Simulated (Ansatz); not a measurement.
## Se on Cr(100): change of the work function

Aim: the work function of Cr(100) at several coverages of Se (hollow site), and the dipole that each adsorbate carries.

Main program and level: Ansatz 0.2.0; plane-wave DFT, PBE, Ansatz PAW, in the first sound run; inputs show where later runs differ.

**1. Set-up**

The cell holds 5 atoms: 5 Cr. Its edges and angles: a = 2.880 Å, b = 2.880 Å, c = 23.760 Å, α = 90.0°, β = 90.0°, γ = 90.0°. Vacuum lies along c.

**2. The clean slab**

The bare slab comes first, as the zero from which every change is counted. The two lowest layers are held at bulk places and the upper ones relax. The dipole correction removes the false field that a one-sided slab makes across the periodic vacuum, so each face gets a flat vacuum level of its own.

File input.yaml:

```yaml
crystal:
  lattice:
    - [2.88, 0.0, 0.0]
    - [0.0, 2.88, 0.0]
    - [0.0, 0.0, 23.76]
  atoms:
    - { symbol: Cr, position: [0.0, 0.0, 0.3787878788], spin: 2.0 }
    - { symbol: Cr, position: [0.5, 0.5, 0.4393939394], spin: -2.0 }
    - { symbol: Cr, position: [0.0, 0.0, 0.5], spin: 2.0 }
    - { symbol: Cr, position: [0.5, 0.5, 0.5606060606], spin: -2.0 }
    - { symbol: Cr, position: [0.0, 0.0, 0.6212121212], spin: 2.0 }
magnetization:
  spin_polarized: true
kpoints:
  mp_grid: { grid: [10, 10, 1] }
hamiltonian:
  xc: pbe
scf:
  occupations: { method: fermi_dirac, width: 0.1 }
  convergence: { dr2_threshold: 1.0e-08 }
efield:
  axis: 3
  dipole_correction: true
  ramp_position: 0.97
  ramp_width: 0.06
relax:
  f_tol: 0.02
  max_steps: 60
  constraints: [{ sites: [0, 1] }]
output:
  write_potential: true
  write_density: true
  volumetric_format: npy
```

Command:

```sh
$ ansatz run input.yaml --threads 4 --pin off --max-ram 12288MiB --backend cpu --events-out ev --progress --plain --runs-dir out
```

Numbers of over 12 decimals in the logs are rounded to 6 here.

The program printed:

```text
Engine: ansatz 0.2.0, aarch64-unknown-linux-gnu
Pseudopotentials: kind: paw
Pseudopotential: Cr, paw, valence charge 14, recommended cutoff 420 eV (normal), Cr.paw.azcp
Functional definition: PBE
  parameter kappa = 0.804
  parameter beta = 0.066725
  exchange = pbe_x(kappa = kappa, mu = beta*pi^2/3)
  correlation = pbe_c(beta = beta)
Crystal: 5 atoms, lattice volume = 197.075 Å³
Basis set: ecut = 420 eV, 3843 PW (Γ), exchange–correlation on 40×40×320 points (8 copies of the dense FFT grid, shifted against one another)
Bands: 48, of which v1, the nominal top of the filled ones, is band 35 counted from 1 (34 counted from 0)
Symmetry: 8 space group operations
k-points: 21 of 100
Non-local potential: Cr, projectors of the file, l = 0: 3, l = 1: 2, l = 2: 3, l = 3: 1
PAW form: soft (Blöchl's): semilocal exchange-correlation on the pseudo side does not see the compensation charge
PAW one-centre angular grid: Cr, 590 points (default); XC on 64 Gauss nodes
Initial density: superposition of atomic densities (neutral atoms: chi_scale 0, normalization atom)
Starting moments: Σ|m| = 10 μB on 5 of 5 sites
Initial wavefunctions: pseudopotential atomic-orbital guess
Functional: x = pbe(κ = 0.804, μ = 0.219515), c = pbe(β = 0.066725)
SCF iter   1: F=—  HF=-16894.794884 eV  |F-HF|=—  |Δ(HF+E_count)|=         —  Δρ=6.11e-2 (↑5.53e-2 ↓6.11e-2)  dr2=3.33e1  dr2_m=4.80e-1  M=2.518 μB ∫|m|=7.868 μB  β_m=1.00  ethr=3.10e-3  p=0.000 e·Å  D=1.06e-13 V/Å  ΔV_dip=-0.00 eV  dr2_dipole=1.98e-8  V_vac-E_F(+/−)=6.15/6.15 eV  ⟨swp⟩=10.0  Hψ=9649  notcnv=0
Mixer restart at iter 1: flushing history
efield: sawtooth ramp at fractional position 0.9700 (set: `efield.ramp_position`, or a place that a band, a saddle search or an elastic batch's reference lends), width 0.0600; the density the first Hamiltonian is built on has a dipole p = 0.000 e·Å; the dipole correction subtracts the counter field D = 1.06e-13 V/Å, which shifts the + side's vacuum level by -0.00 eV against the − side's; the planar-averaged density in the ramp window peaks in size at 2.0e-6 e/Å³
preconditioner: auto → LDOS  [metal: Δε(μ)=0.010 eV  Ē_g=4.706 eV  σ=0.100 eV  W_gap=0.02  n_scr=36 (ndim 8)  ℏωp=14.5 eV  f_vac=0.603  D(μ)=3.80/eV (n_scr^D=14)]
spin=Collinear: LDOS preconditioning applied to the charge; magnetization (m = ρ↑ − ρ↓) channel mixes plain (no charge-response kernel on spin).
SCF iter   2: F=—  HF=-16885.953145 eV  |F-HF|=—  |Δ(HF+E_count)|=    8.84e0  Δρ=2.42e-2 (↑1.67e-2 ↓2.42e-2)  dr2=5.19e0  dr2_m=1.71e-1  M=2.795 μB ∫|m|=8.579 μB  β_m=0.35  ethr=3.10e-3  p=0.000 e·Å  D=1.38e-5 V/Å  ΔV_dip=-0.00 eV  dr2_dipole=1.64e-7  V_vac-E_F(+/−)=5.15/5.15 eV  ⟨swp⟩=3.2  Hψ=5263  notcnv=0
density mixer auto → msr1: a metal under ldos (density of states about μ 2.49 of a free-electron gas's, 36 screened modes)
SCF iter   3: F=—  HF=-16885.136835 eV  |F-HF|=—  |Δ(HF+E_count)|=   8.16e-1  Δρ=1.57e-2 (↑1.24e-2 ↓1.57e-2)  dr2=4.85e-1  dr2_m=2.50e-1  M=3.002 μB ∫|m|=8.866 μB  β_m=0.60  ethr=3.10e-3  p=0.000 e·Å  D=1.30e-5 V/Å  ΔV_dip=-0.00 eV  dr2_dipole=9.56e-8  V_vac-E_F(+/−)=4.47/4.47 eV  ⟨swp⟩=2.3  Hψ=3448  notcnv=0
SCF iter   4: F=—  HF=-16885.306260 eV  |F-HF|=—  |Δ(HF+E_count)|=   1.69e-1  Δρ=6.58e-3 (↑6.58e-3 ↓6.58e-3)  dr2=1.60e-2  dr2_m=7.43e-2  M=3.350 μB ∫|m|=9.163 μB  β_m=0.80  ethr=6.93e-4  p=0.000 e·Å  D=6.87e-6 V/Å  ΔV_dip=-0.00 eV  dr2_dipole=1.26e-9  V_vac-E_F(+/−)=3.99/3.99 eV  ⟨swp⟩=3.2  Hψ=3500  notcnv=0
SCF iter   5: F=—  HF=-16885.615225 eV  |F-HF|=—  |Δ(HF+E_count)|=         —  Δρ=1.84e-2 (↑1.84e-2 ↓1.35e-2)  dr2=9.77e-2  dr2_m=4.46e-1  M=4.006 μB ∫|m|=10.555 μB  β_m=0.80  ethr=2.28e-5  p=-0.000 e·Å  D=-1.24e-6 V/Å  ΔV_dip=0.00 eV  dr2_dipole=5.55e-9  V_vac-E_F(+/−)=3.84/3.84 eV  ⟨swp⟩=3.0  Hψ=4743  notcnv=0
SCF iter   6: F=—  HF=-16885.536674 eV  |F-HF|=—  |Δ(HF+E_count)|=   7.86e-2  Δρ=5.91e-3 (↑4.39e-3 ↓5.91e-3)  dr2=7.20e-2  dr2_m=3.26e-2  M=4.129 μB ∫|m|=11.015 μB  β_m=0.79  ethr=2.28e-5  p=-0.000 e·Å  D=-9.67e-6 V/Å  ΔV_dip=0.00 eV  dr2_dipole=2.79e-9  V_vac-E_F(+/−)=3.61/3.61 eV  ⟨swp⟩=2.9  Hψ=4537  notcnv=0
SCF iter   7: F=—  HF=-16885.522843 eV  |F-HF|=—  |Δ(HF+E_count)|=   1.38e-2  Δρ=1.44e-3 (↑1.44e-3 ↓8.53e-4)  dr2=4.39e-3  dr2_m=1.66e-3  M=4.055 μB ∫|m|=10.786 μB  β_m=0.79  ethr=2.28e-5  p=-0.000 e·Å  D=-2.96e-6 V/Å  ΔV_dip=0.00 eV  dr2_dipole=9.19e-10  V_vac-E_F(+/−)=3.72/3.72 eV  ⟨swp⟩=2.2  Hψ=4160  notcnv=0  defer=1
SCF iter   8: F=—  HF=-16885.523239 eV  |F-HF|=—  |Δ(HF+E_count)|=   3.96e-4  Δρ=6.69e-4 (↑4.89e-4 ↓6.69e-4)  dr2=7.21e-4  dr2_m=4.47e-4  M=4.055 μB ∫|m|=10.760 μB  β_m=0.81  ethr=6.27e-6  p=-0.000 e·Å  D=-2.35e-6 V/Å  ΔV_dip=0.00 eV  dr2_dipole=1.60e-10  V_vac-E_F(+/−)=3.72/3.72 eV  ⟨swp⟩=2.6  Hψ=3635  notcnv=0  defer=1
SCF iter   9: F=—  HF=-16885.523259 eV  |F-HF|=—  |Δ(HF+E_count)|=   1.99e-5  Δρ=3.58e-4 (↑3.58e-4 ↓1.90e-4)  dr2=1.91e-4  dr2_m=1.04e-4  M=4.059 μB ∫|m|=10.779 μB  β_m=0.80  ethr=1.03e-6  p=-0.000 e·Å  D=-8.34e-7 V/Å  ΔV_dip=0.00 eV  dr2_dipole=1.62e-19  V_vac-E_F(+/−)=3.71/3.71 eV  ⟨swp⟩=2.7  Hψ=3426  notcnv=0  defer=1
SCF iter  10: F=—  HF=-16885.523253 eV  |F-HF|=—  |Δ(HF+E_count)|=   5.89e-6  Δρ=9.26e-5 (↑9.25e-5 ↓9.26e-5)  dr2=1.84e-5  dr2_m=1.08e-5  M=4.063 μB ∫|m|=10.792 μB  β_m=0.69  ethr=2.72e-7  p=-0.000 e·Å  D=-4.15e-7 V/Å  ΔV_dip=0.00 eV  dr2_dipole=6.49e-13  V_vac-E_F(+/−)=3.70/3.70 eV  ⟨swp⟩=2.2  Hψ=3455  notcnv=0  defer=1
SCF iter  11: F=—  HF=-16885.523248 eV  |F-HF|=—  |Δ(HF+E_count)|=   4.76e-6  Δρ=4.53e-5 (↑4.08e-5 ↓4.53e-5)  dr2=1.77e-6  dr2_m=2.86e-6  M=4.063 μB ∫|m|=10.793 μB  β_m=0.75  ethr=2.63e-8  p=-0.000 e·Å  D=-2.61e-7 V/Å  ΔV_dip=0.00 eV  dr2_dipole=1.56e-11  V_vac-E_F(+/−)=3.70/3.70 eV  ⟨swp⟩=3.6  Hψ=4243  notcnv=0  defer=1
SCF iter  12: F=—  HF=-16885.523248 eV  |F-HF|=—  |Δ(HF+E_count)|=   3.51e-7  Δρ=1.09e-5 (↑8.41e-6 ↓1.09e-5)  dr2=1.22e-7  dr2_m=1.48e-7  M=4.063 μB ∫|m|=10.793 μB  β_m=0.87  ethr=2.52e-9  p=-0.000 e·Å  D=-1.60e-7 V/Å  ΔV_dip=0.00 eV  dr2_dipole=1.45e-12  V_vac-E_F(+/−)=3.70/3.70 eV  ⟨swp⟩=3.1  Hψ=4171  notcnv=0  defer=1
SCF iter  13: F=—  HF=-16885.523249 eV  |F-HF|=—  |Δ(HF+E_count)|=   1.67e-7  Δρ=4.05e-6 (↑4.05e-6 ↓2.81e-6)  dr2=2.27e-8  dr2_m=1.51e-8  M=4.063 μB ∫|m|=10.794 μB  β_m=0.82  ethr=1.74e-10  p=-0.000 e·Å  D=-4.26e-8 V/Å  ΔV_dip=0.00 eV  dr2_dipole=6.27e-12  V_vac-E_F(+/−)=3.70/3.70 eV  ⟨swp⟩=3.6  Hψ=4141  notcnv=0  defer=1
[...]
efield: sawtooth ramp at fractional position 0.9700 (set: `efield.ramp_position`, or a place that a band, a saddle search or an elastic batch's reference lends), width 0.0600; the density the first Hamiltonian is built on has a dipole p = -0.000 e·Å; the dipole correction subtracts the counter field D = -2.42e-4 V/Å, which shifts the + side's vacuum level by +0.01 eV against the − side's; the planar-averaged density in the ramp window peaks in size at 4.9e-6 e/Å³
preconditioner: auto → LDOS  [metal: Δε(μ)=0.036 eV  Ē_g=3.870 eV  σ=0.100 eV  W_gap=0.09  n_scr=12 (ndim 8)  ℏωp=14.5 eV  f_vac=0.615  D(μ)=3.53/eV (n_scr^D=12)]
spin=Collinear: LDOS preconditioning applied to the charge; magnetization (m = ρ↑ − ρ↓) channel mixes plain (no charge-response kernel on spin).
SCF iter   2: F=—  HF=-16885.546022 eV  |F-HF|=—  |Δ(HF+E_count)|=   6.02e-5  Δρ=2.93e-4 (↑2.93e-4 ↓2.70e-4)  dr2=5.06e-4  dr2_m=6.55e-5  M=3.990 μB ∫|m|=10.476 μB  β_m=0.41  ethr=1.21e-6  p=-0.000 e·Å  D=-2.45e-4 V/Å  ΔV_dip=0.01 eV  dr2_dipole=1.15e-4  V_vac-E_F(+/−)=3.70/3.70 eV  ⟨swp⟩=2.0  Hψ=2842  notcnv=0  defer=1
density mixer auto → msr1: a metal under ldos (density of states about μ 2.11 of a free-electron gas's, 36 screened modes)
SCF iter   3: F=—  HF=-16885.545898 eV  |F-HF|=—  |Δ(HF+E_count)|=   1.23e-4  Δρ=1.70e-4 (↑1.57e-4 ↓1.70e-4)  dr2=9.82e-5  dr2_m=3.66e-5  M=3.990 μB ∫|m|=10.480 μB  β_m=0.59  ethr=7.23e-7  p=-0.000 e·Å  D=-3.02e-4 V/Å  ΔV_dip=0.01 eV  dr2_dipole=2.89e-5  V_vac-E_F(+/−)=3.70/3.69 eV  ⟨swp⟩=1.9  Hψ=2296  notcnv=0  defer=1
SCF iter   4: F=—  HF=-16885.545955 eV  |F-HF|=—  |Δ(HF+E_count)|=   5.69e-5  Δρ=6.88e-5 (↑6.88e-5 ↓6.01e-5)  dr2=1.16e-5  dr2_m=5.51e-6  M=3.988 μB ∫|m|=10.469 μB  β_m=0.67  ethr=1.40e-7  p=-0.000 e·Å  D=-2.94e-4 V/Å  ΔV_dip=0.01 eV  dr2_dipole=2.72e-6  V_vac-E_F(+/−)=3.70/3.69 eV  ⟨swp⟩=2.0  Hψ=2685  notcnv=0  defer=1
SCF iter   5: F=—  HF=-16885.545960 eV  |F-HF|=—  |Δ(HF+E_count)|=   5.23e-6  Δρ=5.20e-5 (↑4.68e-5 ↓5.20e-5)  dr2=5.97e-6  dr2_m=3.02e-6  M=3.988 μB ∫|m|=10.463 μB  β_m=0.62  ethr=1.66e-8  p=-0.000 e·Å  D=-2.81e-4 V/Å  ΔV_dip=0.01 eV  dr2_dipole=5.50e-8  V_vac-E_F(+/−)=3.70/3.69 eV  ⟨swp⟩=3.2  Hψ=4058  notcnv=0  defer=1
SCF iter   6: F=—  HF=-16885.545962 eV  |F-HF|=—  |Δ(HF+E_count)|=   1.30e-6  Δρ=7.02e-6 (↑7.02e-6 ↓5.11e-6)  dr2=2.69e-7  dr2_m=4.10e-8  M=3.988 μB ∫|m|=10.463 μB  β_m=0.67  ethr=8.53e-9  p=-0.000 e·Å  D=-2.56e-4 V/Å  ΔV_dip=0.01 eV  dr2_dipole=2.57e-8  V_vac-E_F(+/−)=3.70/3.69 eV  ⟨swp⟩=2.5  Hψ=3424  notcnv=0  defer=1
SCF iter   7: F=—  HF=-16885.545962 eV  |F-HF|=—  |Δ(HF+E_count)|=   2.87e-7  Δρ=5.44e-6 (↑5.44e-6 ↓4.27e-6)  dr2=1.18e-7  dr2_m=2.65e-8  M=3.987 μB ∫|m|=10.463 μB  β_m=0.58  ethr=3.85e-10  p=-0.000 e·Å  D=-2.42e-4 V/Å  ΔV_dip=0.01 eV  dr2_dipole=1.69e-8  V_vac-E_F(+/−)=3.70/3.69 eV  ⟨swp⟩=3.2  Hψ=4164  notcnv=0  defer=1
SCF iter   8: F=—  HF=-16885.545962 eV  |F-HF|=—  |Δ(HF+E_count)|=  6.55e-10  Δρ=1.84e-6 (↑1.78e-6 ↓1.84e-6)  dr2=1.86e-8  dr2_m=4.66e-9  M=3.987 μB ∫|m|=10.463 μB  β_m=0.75  ethr=1.68e-10  p=-0.000 e·Å  D=-2.39e-4 V/Å  ΔV_dip=0.01 eV  dr2_dipole=5.27e-9  V_vac-E_F(+/−)=3.70/3.69 eV  ⟨swp⟩=2.7  Hψ=3126  notcnv=0  defer=1
SCF iter   9: F=—  HF=-16885.545962 eV  |F-HF|=—  |Δ(HF+E_count)|=   2.01e-8  Δρ=7.31e-7 (↑7.31e-7 ↓6.10e-7)  dr2=2.84e-9  dr2_m=6.04e-10  M=3.987 μB ∫|m|=10.462 μB  β_m=0.76  ethr=2.65e-11  p=-0.000 e·Å  D=-2.33e-4 V/Å  ΔV_dip=0.01 eV  dr2_dipole=1.43e-11  V_vac-E_F(+/−)=3.70/3.69 eV  ⟨swp⟩=2.7  Hψ=3533  notcnv=0  defer=1
SCF iter  10: F=-16885.545962 eV  HF=-16885.545962 eV  |F-HF|=2.32e-9  |Δ(HF+E_count)|=   3.65e-9  Δρ=5.61e-7 (↑5.61e-7 ↓3.99e-7)  dr2=2.35e-9  dr2_m=8.85e-11  M=3.987 μB ∫|m|=10.462 μB  ethr=4.06e-12  p=-0.000 e·Å  D=-2.31e-4 V/Å  ΔV_dip=0.01 eV  dr2_dipole=2.49e-10  V_vac-E_F(+/−)=3.70/3.69 eV  ⟨swp⟩=5.2  Hψ=10973  notcnv=0
SCF 4 converged in 10 iterations: F = -16885.545962 eV  dr2 = 2.35e-9
relax step   4: F+E_penalty+E_count = -16885.54596194 eV  Δ(F+E_penalty+E_count) = -2.388e-5 eV  max|allowed force component| = 1.565e-2 eV/Å  Δτ_max = 0.0098 Å  (10 SCF iters, accepted)
NSCF: frozen V_eff on 21 k-points
the band table was solved once a step of the walk had ended and its energy, with any forces and stress, was formed, with the checks that follow a solve (8672 applications of the Hamiltonian). They found nothing against the state; the energy, forces and stress were not computed again (output.eigenvalues in the input reference)
WARN: The output density's exchange-correlation potential varies sharply where the density is thin. Do not read a vacuum level from v_tot or v_xc, or from such a field of the output density. On a cell that repeats whose density bears no net charge and no dipole along the vacuum's axis use v_es (v_loc + v_h of the components); under efield.dipole_correction with no amplitude use v_es + v_field, which holds any externa [...]
SCF converged after 10 iterations
Magnetization: 3.9875 μB (36.9937 up, 33.0063 down)
Absolute magnetization: 10.4625 μB (∫|ρ↑−ρ↓|, with the PAW one-centre terms)
Spin contamination: 1.7665 ħ² per cell (⟨S²⟩ above its minimum at these occupations)
Per-site moments (μB) at R_I (Å): [(2.595090, 1.028838), (-1.525911, 1.027311), (1.284384, 1.027311), (-1.434136, 1.006619), (2.380921, 1.006619)]
Free energy (F): -16885.545962 eV
Harris-Foulkes:  -16885.545962 eV  (|F-HF|=2.32e-9)
Internal energy: -16885.426695 eV  (E = F + TS)
E sigma→0 (E₀):  -16885.486329 eV
Entropy (-TS):   -0.119266 eV (-23.853 meV/atom)
Fermi energy:    3.234642 eV
Dipole field:    D = -0.000252 V/Å  (p = -0.000274 e·Å, saw-weighted, corrected)
Work function:   Φ+ = 3.6970 eV   Φ− = 3.6910 eV
Levels:          The Fermi level and band energies are counted from a zero that moves with the ramp; work functions are not
--- Per-component energies (eV) ---
  E_band       = -1833.795801
  E_kinetic    = 1711.583399
  E_local      = -110299.446612  (includes V_loc(G=0)·N_el)
  E_nonlocal   = 404.573000
  E_hartree    = 54222.511869
  E_xc         = -694.875455
  E_vxc        = -885.953768  (∫ρ·V_xc dr)
  E_paw        = -5983.212679  (= ΣΔE_a)
  E_vpaw       = -1209.577771  (= ΣTr[D̂ρ^β])
  E_aug_tail   = 0.001857  (compensation charges beyond the density's cutoff)
  E_efield     = 0.000000  (sawtooth field / dipole correction)
  E_vefield    = -0.000117  (∫n·V_field dr)
  E_ewald      = 43753.437925
  E_smearing   = -0.119266  (= −TS)
  E_closure    = -0.000000  (closes the sum)
  Σ components = -16885.545962   (vs F -16885.545962, Δ=0.00e0)
--- Forces (eV/Å), atoms counted from 1 ---
  atom   1  Cr     0.00000000    -0.00000000     0.42388960
  atom   2  Cr    -0.00000000     0.00000000    -0.40845602
  atom   3  Cr     0.00000000     0.00000000     0.00799903
  atom   4  Cr    -0.00000000    -0.00000000    -0.01565247
  atom   5  Cr    -0.00000000     0.00000000    -0.00774776
  max |Σ_I F_I| component: 3.24e-5 eV/Å
--- Band table (eV; the first three rows and the last of 42) ---
  k-point 0 ↑: bands = [... 31 lower, 2.3117, 2.3389, 2.3389, 2.3622, 2.3622, 2.5299, 2.8701, 3.2062, ... 9 higher]
  k-point 1 ↑: bands = [... 31 lower, 2.1608, 2.3056, 2.3634, 2.5921, 2.6020, 2.7398, 2.9444, 3.0241, ... 9 higher]
  k-point 2 ↑: bands = [... 31 lower, 1.8912, 2.2487, 2.3215, 2.3983, 2.7837, 2.9648, 2.9778, 3.2320, ... 9 higher]
  k-point 20 ↓: bands = [... 31 lower, 3.1139, 3.1139, 4.2078, 4.2353, 4.4458, 4.4934, 4.7824, 5.3131, ... 9 higher]
--- Relaxed structure (4 steps of the walk, 4 accepted, 0 SCFs on fresh bases) ---
  F+E_penalty+E_count = -16885.54596194 eV   max|allowed force component| = 1.565e-2 eV/Å
  atoms:
    - { symbol: Cr, position: [0.0, 0.0, 0.378788] }
    - { symbol: Cr, position: [0.500000, 0.500000, 0.439394] }
    - { symbol: Cr, position: [-4.331452438571812e-19, 0, 0.499730] }
    - { symbol: Cr, position: [0.500000, 0.500000, 0.562053] }
    - { symbol: Cr, position: [-4.12029080613508e-18, 0, 0.618642] }
```

Elapsed: 64 s, on 4 threads of Arm Neoverse V1, shared host; peak memory 0.7 GiB; 4.1 min of CPU time.

Relaxation path:

```csv
step,energy less that of the first step (eV),largest force component (eV/Å)
1,0.0000,0.5129
2,-0.0151,0.3112
3,-0.0227,0.0241
4,-0.0227,0.0157
```

The run keeps the 8 symmetry operations that it works with, so distortions that break them were not tested.

The atoms that moved most (Å):

```csv
atom,dx,dy,dz,length
Cr5,0.000,0.000,-0.061,0.061
Cr4,0.000,0.000,0.034,0.034
Cr3,0.000,0.000,-0.006,0.006
```

Numbers from this step:

* energy at zero smearing: -16885.4863 eV
* total moment: 3.987 μB
* site moments: 2.595, -1.526, 1.284, -1.434, 2.381 μB
* work function, upper face: 3.697 eV
* dipole along the normal: -2.74e-4 e·Å

Running mean over 1.44 Å of the planar mean; the ramp of the sawtooth is left out. The electron's electrostatic potential energy less the Fermi level by z:

z (Å), electron's electrostatic potential energy less the Fermi level (eV) and a bar from the least value:
```
      3.0        3.7 ##############################
      3.5        3.7 ##############################
      4.0        3.7 ##############################
      4.5        3.7 ##############################
      5.0        3.7 ##############################
      5.5        3.7 ##############################
      6.0        3.6 ##############################
      6.5        3.5 ##############################
      7.0        3.1 #############################
      7.5        1.9 ##########################
      8.0       -1.4 ###################
      8.5       -5.9 ##########
      9.0       -8.9 ####
      9.5       -9.7 ##
     10.0       -9.8 ##
     10.5       -9.9 ##
     11.0       -9.9 #
     11.5       -9.9 ##
     12.0       -9.7 ##
     12.5       -9.5 ##
     13.0       -9.7 ##
     13.5      -10.4 #
     14.0      -10.6 
     14.5      -10.0 #
     15.0       -7.5 #######
     15.5       -3.2 ################
     16.0        0.9 ########################
     16.5        2.8 ############################
     17.0        3.4 #############################
     17.5        3.6 ##############################
     18.0        3.7 ##############################
     18.5        3.7 ##############################
     19.0        3.7 ##############################
     19.5        3.7 ##############################
     20.0        3.7 ##############################
     20.5        3.7 ##############################
```

Site moment by atom:

```csv
atom,site moment (μB)
Cr1,2.60
Cr2,-1.53
Cr3,1.28
Cr4,-1.43
Cr5,2.38
```

The relaxation took 4 steps and lowered the energy by 0.023 eV; the largest force on the free atoms ends at 0.016 eV/Å.

The work function of the upper face is 3.70 eV.

(Part 1 of 5 ends here.)

[Logs are printed without paths, hosts, clocks, repeated set-up lines and the standing remarks that a program may print on its own settings, such as how far it seeks lower states.]

[Hosts, paths, dates, database ids (printed as entryN), source tags and the programs' standing remarks are cut or masked in the printed files.]

[Maps of the electrostatic potential energy from Ansatz leave out the sawtooth potential of an applied field or a dipole correction, so their vacuum need not be flat; planar profiles and work functions include it.]
